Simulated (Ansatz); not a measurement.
**AlGaAs2 (zincblende [001] superlattice): the gap up the ladder of methods**

What gap does each level of theory give for AlGaAs2 (zincblende [001] superlattice), and in what time?

Program: Ansatz 0.2.0. Level of theory: density functionals, hybrids and G0W0, plane waves, PAW. Results are calculated unless marked as measured.

Most raw output is cut from this account.

### 1. Starting point

The cell holds 12 atoms: 3 Ga, 6 As and 3 Al. Cell: a = 4.012 Å, b = 4.012 Å, c = 16.964 Å, α = 90.0°, β = 90.0°, γ = 90.0°. It derives from GaAs. Regions: GaAs, 6 atoms (3 Ga and 3 As); AlAs, 6 atoms (3 Al and 3 As). The structure's axis is c.

The structure was relaxed with PBEsol. The runs that relaxed it are not among those shown. The default PAW set here is soft_2. Its files were made with PBE.

### 2. PBEsol on the 6×6×2 mesh

Levels along a band path and on the mesh show where this functional puts the band edges.

This step: DFT, PBEsol, plane waves, PAW.

Contents of input.yaml:

```yaml
crystal:
  lattice:
    - [4.0118683384, 0.0, 0.0]
    - [0.0, 4.0119111164, 0.0]
    - [0.0, 0.0, 16.9637748046]
  atoms:
    - { symbol: Ga, position: [0.0, 0.0, 0.0419003233] }
    - { symbol: As, position: [0.5, 0.0, 0.1250116697] }
    - { symbol: Ga, position: [0.5, 0.5, 0.2080744508] }
    - { symbol: As, position: [0.0, 0.5, 0.2911371925] }
    - { symbol: Ga, position: [0.0, 0.0, 0.3742439539] }
    - { symbol: As, position: [0.5, 0.0, 0.4576296887] }
    - { symbol: Al, position: [0.5, 0.5, 0.5409360475] }
    - { symbol: As, position: [0.0, 0.5, 0.6244841779] }
    - { symbol: Al, position: [0.0, 0.0, 0.7080708943] }
    - { symbol: As, position: [0.5, 0.0, 0.7916585459] }
    - { symbol: Al, position: [0.5, 0.5, 0.8752045984] }
    - { symbol: As, position: [0.0, 0.5, 0.9585108917] }
kpoints:
  mp_grid: { grid: [6, 6, 2] }
  band_path:
    path:
      - [[0.0, 0.0, 0.0], [0.5, 0.0, 0.0], [0.5, 0.5, 0.0], [0.0, 0.5, 0.0], [0.0, 0.0, 0.0], [0.0, 0.0, 0.5], [0.5, 0.0, 0.5], [0.5, 0.5, 0.5], [0.0, 0.5, 0.5], [0.0, 0.0, 0.5]]
      - [[0.5, 0.0, 0.0], [0.5, 0.0, 0.5]]
      - [[0.0, 0.5, 0.0], [0.0, 0.5, 0.5]]
      - [[0.5, 0.5, 0.0], [0.5, 0.5, 0.5]]
    npoints: 10
hamiltonian:
  xc: pbesol
scf:
  occupations: { method: fermi_dirac, width: 0.02 }
  n_extra_bands: 8
output:
  eigenvalues: true
  forces: true
  stress: true
  write_density: true
  write_potential: true
  elf: true
  volumetric_format: npy
```

On the command line:

```
ansatz run input.yaml --threads 3 --pin off --max-ram 92160MiB --backend cuda --events-out ev --progress --plain --runs-dir out --devices 1 --max-vram 13GiB  # rebuilt from the run's record
```

It took 17 s on 1 × NVIDIA H100 80GB HBM3 (shared by 6 runs) with 3 threads of AMD EPYC 7R13 (Zen 3), shared host; peak memory 1.2 GiB.

This step gave:

* pressure: -0.004350 GPa
* filled bands: 69
* gap: 1.066 eV
* valence top at: Γ
* conduction bottom at: Γ
* least direct gap: 1.066 eV

Over mesh and path the gap is 1.066 eV, direct, at k = Γ. The program's warnings for this run: near symmetry operations not taken.

### 3. PBEsol+SOC on the 6×6×2 mesh

This run has two-component orbitals with spin-orbit coupling.

This step: DFT, PBEsol with spin-orbit coupling, plane waves, PAW.

input.yaml, the sections that differ from step 2:

```yaml
kpoints:
  mp_grid: { grid: [6, 6, 2] }
  band_path:
    path:
      - [0.0, 0.0, 0.0]
      - [0.5, 0.0, 0.0]
      - [0.5, 0.5, 0.0]
      - [0.0, 0.5, 0.0]
      - [0.0, 0.0, 0.5]
      - [0.5, 0.0, 0.5]
      - [0.5, 0.5, 0.5]
      - [0.0, 0.5, 0.5]
    npoints: 1
scf:
  occupations: { method: fermi_dirac, width: 0.02 }
  n_extra_bands: 16
magnetization:
  noncollinear: true
  spin_orbit: true
output:
  eigenvalues: true
  forces: true
  stress: true
# crystal, hamiltonian: as in step 2
```

Run time: 16 s. Hardware: 1 × NVIDIA H100 80GB HBM3 (shared by 6 runs) with 3 threads; peak memory 1.3 GiB.

This step gave:

```
pressure             : -0.009483 GPa
gap                  : 0.9633 eV
valence top at       : Γ
conduction bottom at : Γ
least direct gap     : 0.9633 eV
```

Over mesh and listed points the gap is 0.963 eV, direct, at k = Γ. PBEsol+SOC against PBEsol: 0.963 − 1.066 = −0.103 eV, with the same mesh, set of files (read in its fully relativistic form for the spin-orbit run) and cutoff, and both edges at the same k points. The spin-orbit run sees mesh and listed points alone, so its gap is an upper bound: the coupling can move an edge off these points, the more so as this crystal has no centre of inversion, and the change over the zone, its sign included where it is small, is not known. The program's warnings for this run: near symmetry operations not taken.

### 4. HSE06 on the 4×4×2 mesh

HSE06 mixes in a quarter of exact exchange at short range.

This step: DFT, HSE06, plane waves, PAW.

Changes to input.yaml since step 3:

```diff
@@ -19,3 +19,3 @@
 kpoints:
-  mp_grid: { grid: [6, 6, 2] }
+  mp_grid: { grid: [4, 4, 2] }
   band_path:
@@ -32,12 +32,7 @@
 hamiltonian:
-  xc: pbesol
+  xc: hse06
 scf:
-  occupations: { method: fermi_dirac, width: 0.02 }
-  n_extra_bands: 16
-magnetization:
-  noncollinear: true
-  spin_orbit: true
+  occupations: { method: fixed }
+  n_extra_bands: 8
 output:
   eigenvalues: true
-  forces: true
-  stress: true
```

Run time: 80 s. Hardware: 1 × NVIDIA H100 80GB HBM3 (shared by 6 runs) with 3 threads; peak memory 1.8 GiB.

This step gave:

- gap: 1.959 eV
- valence top at: Γ
- conduction bottom at: Z
- least direct gap: 1.983 eV
- exact-exchange fraction: 0.25

Over mesh and listed points the gap is 1.959 eV, from k = Γ to k = (0.000, 0.000, 0.500). The least direct gap found is 1.983 eV, at k = Γ. HSE06 against PBEsol: 1.959 − 1.066 = +0.893 eV. The runs also differ in mesh (6×6×2 and 4×4×2), and the conduction bottom lies at another k point, so how much of this comes from the functional alone is not known. The program's warnings for this run: near symmetry operations not taken.

### 5. G0W0@PBEsol, 4×4×2 mesh, 814 empty bands, screening to 120 eV

G0W0 replaces the xc potential by a self-energy built once from the orbitals of the start. Levels are corrected in the window of bands that the input names, at points of the mesh.

This step: G0W0 on PBEsol, plane waves, PAW.

Changes to input.yaml since step 4:

```diff
@@ -20,19 +20,11 @@
   mp_grid: { grid: [4, 4, 2] }
-  band_path:
-    path:
-      - [0.0, 0.0, 0.0]
-      - [0.5, 0.0, 0.0]
-      - [0.5, 0.5, 0.0]
-      - [0.0, 0.5, 0.0]
-      - [0.0, 0.0, 0.5]
-      - [0.5, 0.0, 0.5]
-      - [0.5, 0.5, 0.5]
-      - [0.0, 0.5, 0.5]
-    npoints: 1
 hamiltonian:
-  xc: hse06
+  xc: pbesol
 scf:
   occupations: { method: fixed }
-  n_extra_bands: 8
-output:
-  eigenvalues: true
+gw:
+  n_empty_bands: 814
+  ecut_chi: 120.0
+  qp_bands: [v4, c4]
+  qp_kpoints: band_edges
+  screening: { model: contour_deformation }
```

Run time: 2.4 min. Hardware: 1 × NVIDIA H100 80GB HBM3 (shared by 6 runs) with 3 threads; peak memory 4.4 GiB.

Numbers from this step:

```
bands summed                                    : 883
RPA ε∞ on this mesh (eigenvalues)               : 13.70, 17.71, 17.71
plane waves in the screening matrix             : 803
G0W0 gap over the corrected points              : 1.801 eV
k of the valence top                            : 0, 0, 0
k of the conduction bottom                      : 0, 0, -0.5
starting gap on the mesh                        : 1.059 eV
Z at the valence top                            : 0.7686
Z at the conduction bottom                      : 0.7805
least direct G0W0 gap over the corrected points : 1.815 eV
```

Over 12 of 18 irreducible mesh points the G0W0 gap is 1.801 eV, from k = Γ to k = (0.000, 0.000, -0.500). The PBEsol gap of this run on the mesh is 1.059 eV. Other states bound it: the two that bound the G0W0 gap lie 1.229 eV apart in PBEsol, so state for state the correction is 1.801 − 1.229 = +0.572 eV, while gap against gap it is 1.801 − 1.059 = +0.742 eV. The program's warnings for this run: near symmetry operations not taken.

### 6. The ladder

Each gap is the least one over the points named; times are wall times on shared hosts, not benchmarks. A G0W0 time includes the run's own self-consistent start. Runs with listed points see these and the mesh alone, so an edge that moves elsewhere is missed. Rows marked * are further runs, not shown as steps, whose inputs differ from the G0W0 step on the same start in the columns given; solver thresholds can differ too. Symmetry makes (0.000, 0.000, 0.500) and (0.000, 0.000, -0.500) one point.

```csv
level,mesh,"files, cutoff","bands summed, screening",points,gap (eV),valence top,conduction bottom,least direct gap (eV),time
PBEsol,6×6×2,"soft_2 PAW, 420 eV",-,mesh and path,1.066,Γ,Γ,1.066,17 s
PBEsol+SOC,6×6×2,"soft_2 PAW, 420 eV",-,mesh and listed points,0.963,Γ,Γ,0.963,16 s
HSE06,4×4×2,"soft_2 PAW, 420 eV",-,mesh and listed points,1.959,Γ,"(0.000, 0.000, 0.500)",1.983,80 s
G0W0@PBEsol*,4×4×2,"soft_2 PAW, 420 eV","275, 48 eV",12 of 18 irreducible mesh points,1.520,Γ,Γ,1.520,35 s
G0W0@PBEsol,4×4×2,"soft_2 PAW, 420 eV","883, 120 eV",12 of 18 irreducible mesh points,1.801,Γ,"(0.000, 0.000, -0.500)",1.815,2.4 min
```

### 7. Results

- PBEsol, over mesh and path: 1.066 eV
- PBEsol+SOC, over mesh and listed points: 0.963 eV
- HSE06, over mesh and listed points: 1.959 eV
- G0W0@PBEsol (883 bands, 4×4×2), over 12 of 18 irreducible mesh points: 1.801 eV
- known limits: finite bands, screening cutoff and k mesh; no spin-orbit coupling in G0W0; d shells not analysed

The rows run from 0.963 eV (PBEsol+SOC) to 1.959 eV (HSE06). They differ in mesh, bands and screening cutoff of G0W0 and the points over which the gap was sought as well as in level, so only pairs that share these are like for like. PBEsol+SOC against PBEsol: 0.963 − 1.066 = −0.103 eV, with the same mesh, set of files (read in its fully relativistic form for the spin-orbit run) and cutoff, and both edges at the same k points. The spin-orbit run sees mesh and listed points alone, so its gap is an upper bound: the coupling can move an edge off these points, the more so as this crystal has no centre of inversion, and the change over the zone, its sign included where it is small, is not known. G0W0@PBEsol (883 bands, 4×4×2) moves the gap of its own start on the mesh by 1.801 − 1.059 = +0.742 eV, with other states at the edges (they lie 1.229 eV apart at the start). Both edges that PBEsol shows over mesh and path lie at k points where levels were corrected. G0W0 has the conduction bottom at another k point than that. Levels at other points were not corrected, so a lower G0W0 gap elsewhere in the zone is not ruled out. What spin-orbit coupling does to the G0W0 levels was not computed, so no sum with the G0W0 gap is formed. For G0W0@PBEsol: from 275 bands and 48 eV to 883 bands and 120 eV the gap moves by 1.801 − 1.520 = +0.281 eV; bands and screening cutoff rise together, so their parts are not told apart. The states that bound the gap change along the series, so no limit is drawn and it is not known. For G0W0@PBEsol (883 bands, 4×4×2): the program's warnings for this run: near symmetry operations not taken. For the further run with 275 bands on the 4×4×2 mesh, the program warns: near symmetry operations not taken. The G0W0 runs are scalar-relativistic. One-shot GW is known to converge slowly in bands for compounds with shallow d shells. The cell holds Ga; the filling of the d shell and its place against the gap were not analysed here. No pair of G0W0 runs that differ in the mesh alone is shown (4×4×2 is a supercell whose nearest images lie 16 Å apart), so the error from the mesh is not known here. G0W0 is shown with one set of atomic data (soft_2 PAW), so the error from the files is not known here.

[Paths, hosts, dates, memory and timing lines, banners, echoed tables and standing remarks are left out of the program output.]

[Logs are printed without paths, hosts, clocks, repeated set-up lines and the standing remarks that a program may print on its own settings, such as how far it seeks lower states.]

[Runs of the session that timed out or met a known fault of the program may be left out.]

[Cells called generated may have been cut or substituted from an entry of the Crystallography Open Database or the Materials Project.]

[Hosts, paths, dates, database ids (printed as entryN), source tags and the programs' standing remarks are cut or masked in the printed files.]

[Where an RPA ε∞ is given, it is that of the G0W0 mesh and is not shown converged in it. Names of k-points follow the symmetry that the program found, which can be lower than the space group named. Band edges on a path are those of the sampled points; other points can move an edge, and change direct to indirect where valleys lie close.]

[Hybrid gaps are those of their k-mesh and are not shown converged in it.]
